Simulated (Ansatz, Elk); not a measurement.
## Bonding as seen by X-rays: BPW2

Structure refinements treat a crystal as free atoms side by side. For a made-up structure of BPW2 (cell and positions from a PBE relaxation) the runs below show what the calculated density changes in F(hkl).

Method: DFT, PBE, all-electron APW+lo, Dirac cores, scalar-relativistic bands, static density, no spin, in Elk 11.2.3 (patched build).

The structure was built from a prototype and need not be the compound's stable phase.

### 1. The starting structure

It takes space group R-3m (No. 166, trigonal). Conventional cell: a = 3.210 Å, b = 3.210 Å, c = 17.898 Å, α = 90.00°, β = 90.00°, γ = 120.00°. Nearest to W lie 3 B at 2.17 Å and 3 P at 2.62 Å. Nearest to P lie 6 W at 2.62 Å. Nearest to B lie 6 W at 2.17 Å. Farther neighbours are not listed.

### 2. Ground state and structure factors

An all-electron density is needed, since X-rays see the cores too. Task 0 finds the density and task 195 Fourier-transforms it; tshift is off so that phases refer to the origin typed.

elk.in

```
tasks
  0
  195

xctype
  20

spinpol
  .false.

rgkmax
  7.0

gmaxvr
  14.0

lmaxo
  7

lmaxapw
  8

swidth
  0.002

tshift
  .false.

ramdisk
  .false.

hmaxvr
  5.5

maxscl
  120

epspot
  1e-06

sppath
  './'

avec
  3.03295352591 1.75107653428 11.27433540621
  -3.03295352591 1.75107653428 11.27433540621
  -0.00000000000 -3.50215306959 11.27433540605

atoms
  3
  'W.in'
  2
  0.2700057878 0.2700057878 0.2700057878   0.000000 0.000000 0.000000
  0.7299942122 0.7299942122 0.7299942122   0.000000 0.000000 0.000000
  'P.in'
  1
  0.5000000000 0.5000000000 0.5000000000   0.000000 0.000000 0.000000
  'B.in'
  1
  -0.0000000000 -0.0000000000 -0.0000000000   0.000000 0.000000 0.000000

ngridk
  8 8 8
```

Launch:

```
$ OMP_NUM_THREADS=4 elk
```

Numbers of over 12 decimals in the logs are rounded to 6 here.

What it wrote:

```text
┌─────────────────────────┐
│ Elk code version 11.2.3 │
└─────────────────────────┘

All units are atomic (Hartree, Bohr, etc.)

┌─────────────────────────────────────────────────┐
│ Ground-state run starting from atomic densities │
└─────────────────────────────────────────────────┘

Lattice vectors :
   3.032953526       1.751076534       11.27433541
  -3.032953526       1.751076534       11.27433541
  -0.000000000      -3.502153070       11.27433541

Reciprocal lattice vectors :
   1.035819582      0.5980307145      0.1857666130
  -1.035819582      0.5980307145      0.1857666130
  0.1500212320E-16  -1.196061429      0.1857666130

Unit cell volume      :    359.2634905
Brillouin zone volume :   0.6904409159

Muffin-tin inner radius fraction :   0.1000000000E-01

Nuclei treated as point charges

Species : 1 (W)
 parameters loaded from : W.in
 name : tungsten
 nuclear charge    :   -74.00000000
 electronic charge :    74.00000000
 atomic mass :    335119.8193
 muffin-tin radius :    2.468402217
 number of radial points in muffin-tin :   1393
 inner part over the whole radius :   0.9912337147E-02
 number on inner part of muffin-tin    :    996
 approximate nuclear radius :   0.1010025921E-03
 number of mesh points to nuclear radius :    524
 atomic positions (lattice), magnetic fields (Cartesian) :
  1 :   0.27000579  0.27000579  0.27000579    0.00000000  0.00000000  0.00000000
  2 :  -0.27000579 -0.27000579 -0.27000579    0.00000000  0.00000000  0.00000000

Species : 2 (P)
 parameters loaded from : P.in
 name : phosphorus
 nuclear charge    :   -15.00000000
 electronic charge :    15.00000000
 atomic mass :    56461.71230
 muffin-tin radius :    2.200000000
 number of radial points in muffin-tin :    793
 inner part over the whole radius :   0.9987340520E-02
 number on inner part of muffin-tin    :    554
 approximate nuclear radius :   0.6081821256E-04
 number of mesh points to nuclear radius :    248
 atomic positions (lattice), magnetic fields (Cartesian) :
  1 :   0.50000000  0.50000000  0.50000000    0.00000000  0.00000000  0.00000000

Species : 3 (B)
 parameters loaded from : B.in
 name : boron
 nuclear charge    :   -5.000000000
 electronic charge :    5.000000000
 atomic mass :    19707.24742
 muffin-tin radius :    1.586829997
 number of radial points in muffin-tin :    593
 inner part over the whole radius :   0.9872188455E-02
 number on inner part of muffin-tin    :    403
 approximate nuclear radius :   0.4534157419E-04
 number of mesh points to nuclear radius :    163
 atomic positions (lattice), magnetic fields (Cartesian) :
  1 :   0.00000000  0.00000000  0.00000000    0.00000000  0.00000000  0.00000000

Total number of atoms per unit cell :    4
Total muffin-tin volume :    187.3381169
 ratio of muffin-tin to unit cell volume :   0.5214504726

Spin treatment :
 spin-unpolarised

Number of Bravais lattice symmetries :   12
Number of crystal symmetries         :   12
Crystal has inversion symmetry
Real symmetric eigensolver will be used

k-point grid :      8     8     8
k-point offset :    0.000000000       0.000000000       0.000000000
k-point set is reduced with full crystal symmetry group
Total number of k-points :       65

Muffin-tin radius times maximum |G+k| :    7.000000000
 using average radius
Maximum |G+k| for APW functions       :    3.209671407
Maximum (1/2)|G+k|²                   :    5.150995270
Maximum |G| for potential and density :    14.00000000
Constant for pseudocharge density :    9
 order of it for each species :   16  16  16
 order of it for pair densities of each species (exact exchange by exxq0 0: 17) :   13  10   4
Radial integration step length :    1

G-vector grid sizes :     54    54    54
Number of G-vectors :    16731

Maximum angular momentum used for
 APW functions            :    8
 outer part of muffin-tin :    7
 inner part of muffin-tin :    2

Total nuclear charge    :   -168.0000000
Total core charge       :    104.0000000
Total valence charge    :    64.00000000
[...]
total energy                :     -32700.715783156

Density of states at Fermi energy :    43.61572414
 (states/Hartree/unit cell)

Estimated indirect band gap :   0.1814600230E-02
 from k-point 7 to k-point 33
Estimated direct band gap   :   0.1734331563E-01
 at k-point 43

Charges :
 core                        :    104.0000000
 valence                     :    64.00000000
 interstitial                :    7.258625050
 muffin-tins (core leakage)
  species : 1 (W)
   atom 1                    :    71.53959422     (  0.1041417327E-05)
   atom 2                    :    71.53959422     (  0.1041417327E-05)
  species : 2 (P)
[...]
species : 3 (B)
[...]
total in muffin-tins        :    160.7413750
 total calculated charge     :    167.9972784
 total charge                :    168.0000000
 error                       :   0.2721586094E-02

RMS change in Kohn-Sham potential (target) :    1.862946004     (  0.1000000000E-05)
Absolute change in total energy (target)   :   0.1930964817     (  0.1000000000E-03)

[... loops 3 to 16 left out ...]

┌──────────────────┐
│ Loop number : 17 │
└──────────────────┘

Energies :
 Fermi                       :     0.467646
 sum of occupied eigenvalues :     -19985.030063755
 electron kinetic            :      36796.542711761
 core electron kinetic       :      35504.282604384
 Coulomb                     :     -68817.622480208
 Coulomb potential           :     -55894.767587377
 nuclear-nuclear             :     -2937.1377343513
 electron-nuclear            :     -75925.048536868
 Hartree                     :      10044.563791012
 Madelung                    :     -40870.238686519
 xc potential                :     -886.80518813965
 exchange                    :     -668.33204070242
 correlation                 :     -9.818368
 electron entropic           :    -0.68488447549757E-03
 total energy                :     -32699.230861652

Density of states at Fermi energy :    53.33660096
 (states/Hartree/unit cell)

Estimated indirect band gap :   0.1373615885E-02
 from k-point 53 to k-point 40
Estimated direct band gap   :   0.2064371700E-01
 at k-point 21

Charges :
 core                        :    104.0000000
 valence                     :    64.00000000
 interstitial                :    6.983264142
 muffin-tins (core leakage)
  species : 1 (W)
[...]
species : 2 (P)
[...]
species : 3 (B)
[...]
total in muffin-tins        :    161.0167359
 total calculated charge     :    167.9977386
 total charge                :    168.0000000
 error                       :   0.2261428962E-02

RMS change in Kohn-Sham potential (target) :   0.6044577465E-06 (  0.1000000000E-05)
Absolute change in total energy (target)   :   0.3184992238E-05 (  0.1000000000E-03)

Convergence targets achieved

┌──────────────────┐
│ Loop number : 18 │
└──────────────────┘

Energies :
 Fermi                       :     0.467646
 sum of occupied eigenvalues :     -19985.030069358
 electron kinetic            :      36796.542709561
 core electron kinetic       :      35504.282603340
 Coulomb                     :     -68817.622480375
 Coulomb potential           :     -55894.767578949
 nuclear-nuclear             :     -2937.1377343513
 electron-nuclear            :     -75925.048545866
 Hartree                     :      10044.563799842
 Madelung                    :     -40870.238690900
 xc potential                :     -886.80519997016
 exchange                    :     -668.33204073089
 correlation                 :     -9.818368
 electron entropic           :    -0.68488445785892E-03
 total energy                :     -32699.230864049

Density of states at Fermi energy :    53.33659933
 (states/Hartree/unit cell)

Estimated indirect band gap :   0.1373619926E-02
 from k-point 53 to k-point 40
Estimated direct band gap   :   0.2064371056E-01
 at k-point 21

Charges :
 core                        :    104.0000000
 valence                     :    64.00000000
 interstitial                :    6.983264054
 muffin-tins (core leakage)
  species : 1 (W)
[...]
atom 2                    :    71.95746316     (  0.9630555979E-06)
  species : 2 (P)
   atom 1                    :    13.42843901     (  0.3118137702E-03)
  species : 3 (B)
   atom 1                    :    3.673370622     (  0.3090721603E-03)
 total in muffin-tins        :    161.0167359
 total calculated charge     :    167.9977386
 total charge                :    168.0000000
 error                       :   0.2261429049E-02

┌──────────────────────────────┐
│ Self-consistent loop stopped │
└──────────────────────────────┘

Warning : core states of species 2 leak from the muffin-tin :   0.3118137702E-03

Warning : core states of species 3 leak from the muffin-tin :   0.3090721603E-03

Wrote STATE.OUT
```

Elapsed: 42 s, on 4 threads of Arm Neoverse V2, shared host; peak memory 0.21 GiB.

SFACRHO.OUT:

```text

h k l indices transformed by vhmat matrix:
   1.000000000       0.000000000       0.000000000    
   0.000000000       1.000000000       0.000000000    
   0.000000000       0.000000000       1.000000000    

      h      k      l  multipl.   |H|            Re(F)            Im(F)           |F|

      0      0      0      1   0.0000000       168.00000      0.14459481E-16   168.00000    
     -1     -1     -1      2  0.55729984       43.090869     -0.29862684E-14   43.090869    
     -2     -2     -2      2   1.1145997      -79.669878      0.60849174E-14   79.669878    
      0      0      1      6   1.2104017      -23.633094      0.11197833E-14   23.633094    
      0     -1     -1      6   1.2524376      -108.64752     -0.59813947E-14   108.64752    
      1      1      2      6   1.4080876       120.63156      0.11803286E-13   120.63156    
     -1     -2     -2      6   1.5143625      -78.079790     -0.50078764E-14   78.079790    
      3      3      3      2   1.6718995      -112.96708      0.91119757E-14   112.96708    
     -2     -3     -2      6   1.7667811       82.114316      0.23826556E-13   82.114316    
      2      3      3      6   1.9076567       71.043301      0.22228575E-13   71.043301    
      0     -1      1      6   2.0716392       119.68329     -0.29470339E-14   119.68329    
      2      0      1     12   2.1452906       33.299725      0.28451748E-14   33.299725    
      3      4      3      6   2.2094086      -23.040032      0.19236030E-13   23.040032    
      4      4      4      2   2.2291994       16.585253     -0.11764028E-13   16.585253    
      2      1      3     12   2.3524501      -66.145020      0.22512332E-13   66.145020    
     -3     -4     -4      6   2.3677374       95.761903      0.17741032E-13   95.761903    
      1     -1     -1      6   2.3993251      -19.035657     -0.10908540E-14   19.035657    
      0     -2      0      6   2.4208033      -89.941520     -0.52432664E-14   89.941520
```

Elk indexes on the primitive cell of elk.in and gives |H| = 4π sin θ/λ in inverse bohr. Below, one row stands for each form hkl of the conventional cell (m members, Friedel mates merged), F is for one primitive cell and the density is static (no thermal factor). Free-atom factors are Waasmaier and Kirfel's, and R is Σm||F|−|F'||/Σm|F|.

```
   hkl   m  sin θ/λ (Å⁻¹)  abs F, DFT  neutral atoms   diff.
   003   2          0.084      43.091         42.899  +0.192
   006   2          0.168      79.670         80.303  -0.633
   101   6          0.182      23.633         23.854  -0.221
   012   6          0.188     108.647        109.246  -0.599
   104   6          0.212     120.632        120.694  -0.062
   015   6          0.228      78.080         78.477  -0.397
   009   2          0.251     112.967        113.629  -0.662
   107   6          0.266      82.114         82.326  -0.212
   018   6          0.287      71.043         71.293  -0.250
   110   6          0.311     119.683        120.001  -0.318
   113  12          0.323      33.300         33.385  -0.085
1 0 10   6          0.332      23.040         22.923  +0.117
0 0 12   2          0.335      16.585         16.668  -0.083
   116  12          0.354      66.145         66.101  +0.044
0 1 11   6          0.356      95.762         95.801  -0.039
   021   6          0.361      19.036         19.091  -0.056
   202   6          0.364      89.942         89.929  +0.012
   024   6          0.377      98.067         98.193  -0.126
   205   6          0.386      64.840         64.817  +0.023
   119  12          0.400      94.874         94.864  +0.010
1 0 13   6          0.405     103.374        103.390  -0.016
   027   6          0.409      69.151         69.157  -0.005
```

### 3. The highest occupied states alone

An energy window below the Fermi level keeps the highest occupied states, to see at which angles they scatter; shallow core shells can lie inside it and anion s states outside. No new self-consistency is needed.

Edit elk.in of step 2 so:

```diff
@@ -1,3 +1,2 @@
 tasks
-  0
   195
@@ -40,2 +39,5 @@
 
+wsfac
+  0.026650 0.767650
+
 sppath
```

Launch:

```
$ OMP_NUM_THREADS=4 elk
```

What it wrote:

```text
┌─────────────────────────────────┐
│ Elk code version 11.2.3 started │
└─────────────────────────────────┘

Info(readinput): the functional depends on the density's gradient
 muffin-tin radial points multiplied by    2.00000
 (not where nrmtscf is given)

┌────────────────────┐
│ Current task : 195 │
└────────────────────┘
Info(checkmt): changed muffin-tin radius of species 1 (W) from   2.8000 to   2.4684
Info(checkmt): changed muffin-tin radius of species 3 (B) from   1.8000 to   1.5868

Info(sfacrho): density structure factors written to SFACRHO.OUT

 Energy window :   0.2665000000E-01  0.7676500000

┌──────────────────┐
│ Elk code stopped │
└──────────────────┘
```

Run time: 6 s. Hardware: 4 threads; peak memory 0.17 GiB; 8.9 s of CPU time.

States within 12 eV below the Fermi level hold 19.40 electrons; any levels below the window count with the cores, and a count that is not whole means the window cuts a band. Their amplitudes can exceed the total, where window and core parts have opposite phase:

```csv
hkl,sin θ/λ (Å⁻¹),"abs F, window","abs F, all"
003,0.084,2.191,43.091
006,0.168,0.788,79.670
101,0.182,0.375,23.633
012,0.188,0.157,108.647
104,0.212,2.948,120.632
015,0.228,0.480,78.080
009,0.251,0.234,112.967
107,0.266,0.529,82.114
018,0.287,0.391,71.043
110,0.311,0.213,119.683
```

(Continued in part 2 of 2.)

[Logs are printed without paths, hosts, clocks, repeated set-up lines and the standing remarks that a program may print on its own settings, such as how far it seeks lower states.]

[Hosts, paths, dates, database ids (printed as entryN), source tags and the programs' standing remarks are cut or masked in the printed files.]
